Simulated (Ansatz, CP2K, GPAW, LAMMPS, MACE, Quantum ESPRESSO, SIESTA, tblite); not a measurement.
# La2O3 with crystalline order left by the classical run (95 atoms) in GPAW

How do the settings of GPAW change the result for La2O3 with crystalline order left by the classical run (95 atoms)? A plane-wave run serves as the yardstick.

Calculated with GPAW 26.7.0; the method is named at each step.

**1. Set-up**

The cell holds 95 atoms: 38 La and 57 O. Its edges and angles: a = 12.168 Å, b = 12.168 Å, c = 12.168 Å, α = 90.0°, β = 90.0°, γ = 90.0°. 95 atoms (38 Nd, 57 O) placed at random at 6.31 g/cm³, melted at 5000 K for 10 ps at fixed volume with the Morse and Coulomb pair potential with partial charges (Pedone, Malavasi, Menziani, Cormack and Segre, J. Phys. Chem. B 110, 11780 (2006)). Quenched from 5000 K to 300 K at 20 K/ps and fixed volume, held 5 ps, then minimised at fixed cell. Then Nd was replaced by La and the cell scaled by 1.023 (the potential has no terms for the new elements, so the cell is a start for a DFT relaxation).

The yardstick, on the same geometry:

- method: Kohn-Sham DFT, PBE, PAW, plane waves (Ansatz 0.2.0); cutoff 420 eV, Γ point, fermi-dirac smearing of 0.05 eV; PAW set soft_2
- r.m.s. force component: 0.2629 eV/Å
- longest force: 0.8497 eV/Å
- pressure: 0.07016 GPa
- gap (highest filled to lowest empty level): 3.123 eV
- SCF cycles: 11
- time: 24 s on 8 threads of Arm Neoverse V2, shared host
- CPU time: 2.9 min

**2. PBE, LCAO dzp, h 0.18 Å**

Method: Kohn-Sham DFT, PBE, PAW, atomic orbitals (dzp).

Contents of run.py:

```python
import numpy as np
from ase.io import read
from gpaw import GPAW, FermiDirac

atoms = read("structure.xyz")
atoms.calc = GPAW(
    mode="lcao",
    basis="dzp",
    h=0.18,
    xc="PBE",
    kpts={"size": (1, 1, 1), "gamma": True},
    occupations=FermiDirac(0.05),
    maxiter=200,
    symmetry={"point_group": False},
    txt="gpaw.txt",
)
energy = atoms.get_potential_energy(force_consistent=True)
forces = atoms.get_forces()
print(f"energy {energy:.6f} eV")
print("forces (eV/A)")
for i, (a, f) in enumerate(zip(atoms, forces)):
    print(f"{i:4d} {a.symbol:2s} {f[0]:10.5f} {f[1]:10.5f} {f[2]:10.5f}")
print(f"Fermi level {atoms.calc.get_fermi_level():.4f} eV")
for k in range(len(atoms.calc.get_ibz_k_points())):
    for s in range(atoms.calc.get_number_of_spins()):
        e = atoms.calc.get_eigenvalues(kpt=k, spin=s)
        n = np.searchsorted(e, atoms.calc.get_fermi_level())
        print(f"k {k} spin {s} levels about the Fermi level:", np.round(e[max(n - 6, 0):n], 4).tolist(), "|", np.round(e[n:n + 6], 4).tolist())
```

Contents of structure.xyz:

```xyz
95
Lattice="12.16777 0.00000 0.00000 0.00000 12.16777 0.00000 0.00000 0.00000 12.16777" Properties=species:S:1:pos:R:3 pbc="T T T"
La 7.64087 3.30623 0.90650
La 4.58433 0.53477 2.34278
La 10.63500 2.65306 7.07751
La 10.85973 1.65506 10.49434
La 10.21557 6.82819 8.67246
La 4.59540 5.28836 1.19573
La 10.41464 4.43832 3.27897
La 0.95152 5.72250 5.03259
La 7.21184 6.30327 3.23517
La 7.69830 4.03982 9.75904
La 1.20984 11.00867 3.17396
La 10.39334 8.89878 2.03932
La 4.45073 3.40965 7.52844
La 4.49173 9.15552 0.82899
La 1.51781 3.50359 1.12138
La 7.26185 9.28291 7.43621
La 10.54666 10.08343 10.74134
La 1.39418 8.45039 7.62323
La 7.29555 8.22383 10.86485
La 4.35253 7.77715 4.81807
La 10.48022 11.91164 5.01057
La 4.65162 2.12632 11.03763
La 7.49401 5.27205 6.61148
La 1.60870 11.56790 11.82829
La 1.52547 2.20091 5.00923
La 7.39849 2.53844 4.24850
La 1.36243 4.60173 8.85570
La 1.17541 7.37671 11.13327
La 7.58636 11.36640 0.51178
La 4.35484 11.71124 6.02378
La 10.68184 0.78969 1.61065
La 4.54345 6.18877 9.88692
La 10.19501 8.11310 5.29371
La 7.43706 1.02976 7.58040
La 7.33741 10.46842 4.00526
La 4.39293 10.38872 9.49792
La 10.29576 5.57089 12.00119
La 1.51245 0.46639 8.34977
O 4.78412 7.32390 2.56655
O 3.50115 2.25298 0.97062
O 12.11545 0.85174 3.45260
O 6.38151 1.23333 0.71729
O 11.57435 4.29656 1.30183
O 5.60837 8.32105 8.94173
O 11.24387 6.67463 3.70630
O 9.28778 3.32277 11.36372
O 2.91309 0.17607 4.20506
O 9.39437 1.42582 8.70300
O 8.82820 10.36864 5.90806
O 11.56023 9.86392 4.23146
O 5.97559 11.37321 7.81207
O 2.21368 7.77338 5.44800
O 9.61254 0.03906 11.79349
O 2.51800 5.59717 0.09625
O 9.12181 2.40739 2.50887
O 2.73093 9.29131 11.19861
[... 35 atom lines left out ...]
O 3.23870 0.26185 10.26534
O 6.21274 2.15284 9.27172
O 5.93008 10.27945 11.30751
O 1.96996 4.05710 3.42717
```

The run is started by

```console
$ OMP_NUM_THREADS=1 python run.py > output.txt
```

The program printed:

```text
energy -733.887932 eV
forces (eV/A)
   0 La   -0.12980   -0.54653    0.29243
   1 La   -0.13285    0.18495   -0.05346
   2 La   -0.25086    0.46799    0.04630
   3 La   -0.24726    0.40533    0.44755
   4 La    0.14011    0.05755    0.07496
   5 La   -0.24075    0.31598    0.07201
   6 La    0.66129    0.05570    0.16586
   7 La    0.21086   -0.16485   -0.34200
   8 La   -0.18436    0.15899   -0.57897
   9 La    0.42458   -0.30059   -0.05400
  10 La   -0.05710   -0.18675    0.28326
  11 La    0.13147   -0.17687   -0.03963
  12 La   -0.36172   -0.04623   -0.29906
  13 La   -0.19464   -0.10669    0.30113
  14 La    0.02395    0.25953    0.19345
  15 La    0.16267   -0.18903    0.01552
  16 La    0.01381   -0.43472   -0.44877
  17 La    0.20046    0.11926   -0.01890
  18 La    0.27242   -0.40425    0.09597
  19 La    0.38114   -0.00947   -0.15297
  20 La   -0.02885   -0.24761    0.24302
  21 La   -0.14236   -0.23626    0.01982
  22 La    0.01270    0.32233    0.08467
  23 La    0.16655    0.29437    0.17015
[...]
87 O     0.08584    0.28288    0.33038
  88 O     0.29904   -0.26723    0.40464
  89 O    -0.65619    0.13497   -0.29669
  90 O    -0.33833    0.40398   -0.57703
  91 O    -0.23642   -0.24212   -0.17370
  92 O    -0.08215    0.32925   -0.39317
  93 O    -0.08731   -0.44480    0.42427
  94 O    -0.49913   -0.41694    0.20524
Fermi level 7.9163 eV
k 0 spin 0 levels about the Fermi level: [6.2549, 6.2745, 6.2881, 6.361, 6.3917, 6.4523] | [9.5916, 10.0544, 10.1372, 10.2291, 10.2522, 10.3069]
```

gpaw.txt:

```text
Input parameters:
  mode=LCAO(),
  basis={'default': 'dzp'},
  h=0.18,
  kpts=MonkhorstPack(size=(1, 1, 1), gamma=True),
  maxiter=200,
  occupations=Occupations(name='fermi-dirac', width=0.05, fixmagmom=False),
  symmetry=Symmetry(point_group=False),
  xc=XC(name='PBE')
Unit cell  # Å
| periodic |         x |         y |         z |   lengths |    angles |
|----------|-----------|-----------|-----------|-----------|-----------|
|      yes | 12.167770 |  0.000000 |  0.000000 | 12.167770 | 90.000000 |
|      yes |  0.000000 | 12.167770 |  0.000000 | 12.167770 | 90.000000 |
|      yes |  0.000000 |  0.000000 | 12.167770 | 12.167770 | 90.000000 |
Number of symmetries: 1
Symmetry operations  # r_c * U_cc + t_c -> r_c
|   | kind |            matrix            |
|---|------|------------------------------|
| 0 |  E   |  1, 0, 0,  0, 1, 0,  0, 0, 1 |
BZ-sampling:
  Number of BZ points: 1
  Number of IBZ points: 1
  Monkhorst-Pack size: [1, 1, 1]
  Monkhorst-Pack shift: [0, 0, 0]
[... lines left out ...]
  MSR1-Mixer
occupation numbers:
  Fermi-Dirac:
    width: 0.0500  # eV
FastPoissonSolver using
    Stencil: 6*3+1=19 point O(h^6) finite-difference Laplacian
xc functional:
  name: PBE with 2 nearest neighbor stencil
interpolation: tri-quintic # 5. degree polynomial
Initialization done in: 19.590 s
convergence criteria:
- Maximum [total energy] change in last 3 cyles: 0.0005 eV / valence electron
- Maximum integral of absolute [dens]ity change: 0.0001 electrons / valence electron
- Maximum integral of absolute [eigenst]ate change: 4e-08 eV^2 / valence electron
maximum number of iterations: 200
SCF iterations
|iter     |      energy | eigst |  dens |
|---------|-------------|-------|-------|
|iter:   1| -856.613334 |      c|       |
|iter:   2| -819.738858 |      c| -0.82 |
|iter:   3| -735.305216 |      c| -0.88 |
|iter:   4| -733.479271 |      c| -1.37 |
|iter:   5| -734.028179 |      c| -1.63 |
|iter:   6| -733.894223 |      c| -2.24 |
|iter:   7| -733.902073c|      c| -2.52 |
|iter:   8| -733.888072c|      c| -2.73 |
|iter:   9| -733.887992c|      c| -3.44 |
|iter:  10| -733.887938c|      c| -3.65 |
|iter:  11| -733.887932c|      c| -4.02c|
Converged in 11 steps
SCF loop duration: 773.254 s (70.296 s/step)
Energy contributions relative to reference atoms: (reference = -8898627.244568)
Energy contributions:
  Kinetic:        1206.327312
  Coulomb:       -1145.767196
  Zero:             10.222913
  External:          0.000000
  Xc:             -804.670961
  Entropy:          -0.000000
  Spinorbit:         0.000000
  ----------------------------
  Free energy:    -733.887932
  Extrapolated:   -733.887932
dipole moment: (-2.962888, -21.410970, 5.946772)  # |e|*Ang
Fermi level: 7.916
Eigenvalues  # (at kpt = [0.000, 0.000, 0.000])
| band index |      eig [eV] | occ [0-2] |
|------------|---------------|-----------|
|          0 |       -23.745 |     2.000 |
|        ... |               |           |
|        372 |         6.208 |     2.000 |
|        373 |         6.240 |     2.000 |
[...]
|        387 |        10.371 |     0.000 |
|        ... |               |           |
|        459 |        11.230 |     0.000 |
Gap: 3.139 eV
Transition (v -> c):
  (s=0, k=0, n=379, [0.00, 0.00, 0.00]) -> (s=0, k=0, n=380, [0.00, 0.00, 0.00])
No difference between direct/indirect transitions
Force computation time: 171.350  # s
timing:  # [seconds]
  Total:  964.223  # ━━━━━━━━━━━━━━━━━━━━━━━━━━━━━━━━━━━━━━━━━━━━━━━━━━━━━━━━
  Init:    19.590  # ━
  SCF:    773.254  # ━━━━━━━━━━━━━━━━━━━━━━━━━━━━━━━━━━━━━━━━━━━━━
  Forces: 171.350  # ━━━━━━━━━━
```

It took 16 min on 1 thread of Arm Neoverse V2, shared host; peak memory 3.1 GiB.

Banners, paths, timers and routine set-up lines are dropped from the logs unmarked, and long logs keep their key lines alone; longer cuts are marked.

Numbers from this run, and their distance from the reference:

```yaml
r_m_s_force_component: 0.271 eV/Å
r_m_s_difference_of_force_components: 92.04 meV/Å
longest_difference_of_force_vectors: 598.4 meV/Å
force_difference_over_r_m_s_force: 35.01 %
slope_of_forces_against_the_reference_s: 0.9702
correlation_of_force_components: 0.941
spacing_of_highest_filled_and_lowest_empty_level: 3.139 eV
gap_difference: 0.0162 eV
```

This run lies far from the reference in forces at the same functional.

Length of the force difference by element (eV/Å):

| element | atoms | mean | most |
| --- | --- | --- | --- |
| La | 38 | 0.20 | 0.60 |
| O | 57 | 0.056 | 0.12 |

Levels nearest the highest filled one (eV from it): -0.20, -0.18, -0.16, -0.09, -0.06, 0.00, 3.14, 3.60, 3.68, 3.78, 3.80, 3.85.

A closer look about O95, which has 3 bonded neighbours where the commonest count for O is 4: 12 atoms, nearest first, numbered in the order of the input, with positions taken from that point.

| atom | x | y | z | distance (Å) | bonds | Fx | Fy | Fz (eV/Å) |
| --- | --- | --- | --- | --- | --- | --- | --- | --- |
| O95 | 0.00 | 0.00 | 0.00 | 0.00 | 3 | -0.50 | -0.42 | 0.21 |
| La15 | -0.45 | -0.55 | -2.31 | 2.41 | 5 | 0.02 | 0.26 | 0.19 |
| La25 | -0.44 | -1.86 | 1.58 | 2.48 | 7 | 0.09 | 0.31 | -0.36 |
| La8 | -1.02 | 1.67 | 1.61 | 2.53 | 6 | 0.21 | -0.16 | -0.34 |
| O83 | -2.45 | -0.33 | 1.83 | 3.07 | 4 | 0.52 | -0.02 | -0.09 |
| O75 | 0.33 | 0.34 | 3.24 | 3.28 | 4 | -0.11 | -0.17 | -0.04 |
| O43 | -2.56 | 0.24 | -2.13 | 3.34 | 3 | -0.24 | -0.10 | -0.11 |
| O40 | 1.53 | -1.80 | -2.46 | 3.41 | 3 | 0.36 | -0.26 | -0.02 |
| La6 | 2.63 | 1.23 | -2.23 | 3.66 | 5 | -0.24 | 0.32 | 0.07 |
| O54 | 0.55 | 1.54 | -3.33 | 3.71 | 4 | 0.33 | -0.19 | -0.08 |
| La7 | -3.72 | 0.38 | -0.15 | 3.75 | 6 | 0.66 | 0.06 | 0.17 |
| O41 | -2.02 | -3.21 | 0.03 | 3.79 | 4 | 0.59 | -0.54 | 0.20 |

Atoms are counted from 1 here, from 0 in the log.

Forces lie 35 % from the reference's, at 5.5 times its CPU time (on 1 against 8 cores).

The difference per atom is largest on La (0.20 eV/Å on average, against 0.056 on O).

**3. PBE, LCAO dzp, h 0.22 Å**

Method: Kohn-Sham DFT, PBE, PAW, atomic orbitals (dzp).

Edit run.py of step 2 so:

```diff
@@ -8,3 +8,3 @@
     basis="dzp",
-    h=0.18,
+    h=0.22,
     xc="PBE",
```

structure.xyz is that of step 2.

The program printed:

```text
energy -719.399349 eV
forces (eV/A)
   0 La   -0.11652   -0.52971    0.26783
   1 La   -0.12972    0.18959   -0.08235
   2 La   -0.23972    0.47768    0.02376
   3 La   -0.23806    0.39214    0.44818
   4 La    0.11875    0.08870    0.09188
   5 La   -0.22551    0.30342    0.07244
[...]
92 O    -0.23721    0.22444   -0.57322
  93 O     0.13550   -0.24578    0.44973
  94 O    -0.44512   -0.58417   -0.01288
Fermi level 7.9261 eV
k 0 spin 0 levels about the Fermi level: [6.2578, 6.2771, 6.2912, 6.3645, 6.3953, 6.4559] | [9.5927, 10.0544, 10.1377, 10.2294, 10.2523, 10.3073]
```

gpaw.txt:

```text
Input parameters:
  mode=LCAO(),
  basis={'default': 'dzp'},
  h=0.22,
  kpts=MonkhorstPack(size=(1, 1, 1), gamma=True),
  maxiter=200,
  occupations=Occupations(name='fermi-dirac', width=0.05, fixmagmom=False),
[... lines left out ...]
  Fermi-Dirac:
[... lines left out ...]
convergence criteria:
- Maximum [total energy] change in last 3 cyles: 0.0005 eV / valence electron
[... lines left out ...]
Converged in 11 steps
[... lines left out ...]
  Free energy:    -719.399349
[... lines left out ...]
Fermi level: 7.926
[... lines left out ...]
|        ... |               |           |
|        459 |        11.227 |     0.000 |
Gap: 3.137 eV
Transition (v -> c):
  (s=0, k=0, n=379, [0.00, 0.00, 0.00]) -> (s=0, k=0, n=380, [0.00, 0.00, 0.00])
No difference between direct/indirect transitions
Force computation time: 101.703  # s
timing:  # [seconds]
  Total:  598.454  # ━━━━━━━━━━━━━━━━━━━━━━━━━━━━━━━━━━━━━━━━━━━━━━━━━━━━━━━━
  Init:    16.521  # ━╸
  SCF:    480.197  # ━━━━━━━━━━━━━━━━━━━━━━━━━━━━━━━━━━━━━━━━━━━━━
  Forces: 101.703  # ━━━━━━━━━╸
```

The job ended after 10 min (1 thread; peak memory 2 GiB).

Numbers from this run, and their distance from the reference:

```
r.m.s. force component                           : 0.2932 eV/Å
r.m.s. difference of force components            : 158.3 meV/Å
longest difference of force vectors              : 625.1 meV/Å
force difference over r.m.s. force               : 60.21 %
slope of forces against the reference's          : 0.9406
correlation of force components                  : 0.8434
gap (highest filled to lowest empty level) : 3.137 eV
gap difference                                   : 0.0137 eV
energy less the same-level run's                 : 152.5 meV/atom
r.m.s. force difference from the same-level run  : 131.2 meV/Å
```

This is a coarse setting, run to see what it loses.

Against the first run (35 %), the force difference from the reference is 60 %, at 0.62 times the CPU time: the grid matters here.

The forces add up to 1.0 eV/Å instead of zero, usually a sign of too coarse a grid.

**4. A run with a doubtful setting**

Edit run.py of step 3 so:

```diff
@@ -8,7 +8,7 @@
     basis="dzp",
-    h=0.22,
-    xc="PBE",
+    h=0.18,
+    xc="PBE96",
     kpts={"size": (1, 1, 1), "gamma": True},
     occupations=FermiDirac(0.05),
-    maxiter=200,
+    maxiter=60,
     symmetry={"point_group": False},
```

structure.xyz is that of step 3.

The program printed:

```text
ValueError: not enough values to unpack (expected 2, got 1)
NameError: Unknown functional: PBE96.
```

gpaw.txt:

```text
Input parameters:
  mode=LCAO(),
  basis={'default': 'dzp'},
  h=0.18,
  kpts=MonkhorstPack(size=(1, 1, 1), gamma=True),
  maxiter=60,
  occupations=Occupations(name='fermi-dirac', width=0.05, fixmagmom=False),
  symmetry=Symmetry(point_group=False),
  xc=XC(name='PBE96')
timing:  # [seconds]
  Total: 0.027  # ━━━━━━━━━━━━━━━━━━━━━━━━━━━━━━━━━━━━━━━━━━━━━━━━━━━━━━━━━━━
  Init:  0.006  # ━━━━━━━━━━━━━╸
```

The job ended after 1.1 s (1 thread; peak memory 0.14 GiB).

The program stopped at the start. The fault in the input: an unknown functional (functional PBE96).

**5. All runs compared**

Differences are against the plane-wave reference, forces as r.m.s. over components; share is that over the reference's r.m.s. force, slope the least-squares factor from reference forces to these. Total energies of different programs have different zeros and aren't compared.

| run | Δ force, r.m.s. (meV/Å) | share (%) | slope | Δ gap (eV) | cores | CPU time | memory (GiB) |
| --- | --- | --- | --- | --- | --- | --- | --- |
| reference | - | - | - | - | 8 | 2.9 min | 2.9 |
| GPAW PBE, LCAO dzp, h 0.18 Å | 92.0 | 35.0 | 0.970 | 0.0162 | 1 | 16 min | 3.1 |
| GPAW PBE, LCAO dzp, h 0.22 Å (coarse) | 158 | 60.2 | 0.941 | 0.0137 | 1 | 10 min | 2.0 |

Rows marked coarse were listed beforehand as settings not expected to be converged; some can still land near the reference.

CPU time is summed over cores on a shared host, where runs went side by side, so it is rough. Symmetry, cutoffs, thresholds, outputs and thread counts weren't matched or tuned between programs; memory under MPI is the largest rank's times the ranks.

Within one program, basis, potentials and functional, energies share a zero. Each run against its twin at the usual cutoff or grid and solver:

| run | twin | Δ energy (meV/atom) | Δ force, r.m.s. (meV/Å) | CPU time over the twin's |
| --- | --- | --- | --- | --- |
| GPAW PBE, LCAO dzp, h 0.22 Å | LCAO dzp, h 0.18 Å | 153 | 131 | 0.62 |

Further runs of this program without a result: GPAW PBE, LCAO sz(dzp), h 0.18 Å (stopped at the start).

**6. Outcome**

| Property | Result |
| --- | --- |
| nearest in forces | GPAW PBE, LCAO dzp, h 0.18 Å, 35 % |
| its CPU time | 16 min |

The PBE run in local orbitals, coarse settings apart, differs by 35 % (GPAW PBE, LCAO dzp, h 0.18 Å); basis, grid and potentials can all enter. Runs with settings chosen to be coarse differ by 60 % (GPAW PBE, LCAO dzp, h 0.22 Å), their programs' other errors included. None of the electronic-structure runs in the table takes under half the reference's CPU time of 2.9 min; they take 3.4 to 5.5 times as much. At the same functional, gaps differ from the reference's 3.12 eV by between +0.01 and +0.02 eV. The quench rate of 20 K/ps is many orders above laboratory rates, so the cell is likely richer in defects and strain than a real sample. The network of bonds at the start is that of the classical potential that made the cell, and needn't be the one that DFT or experiment would give. The reference's stress is far from hydrostatic: its diagonal is -0.7, -1.7, 2.7 GPa, compression counted positive. The electronic-structure runs sample only Γ, in a cell whose shortest periodic width is 12 Å. Spin–orbit coupling is left out, which matters for the levels of the heavy elements.

[Also dropped from logs without a mark: logging warnings of Python, and SIESTA's first energy breakdown and zero terms.]

[Logs are printed without paths, hosts, clocks, repeated set-up lines and the standing remarks that a program may print on its own settings, such as how far it seeks lower states.]

[Hosts, paths, dates, database ids (printed as entryN), source tags and the programs' standing remarks are cut or masked in the printed files.]
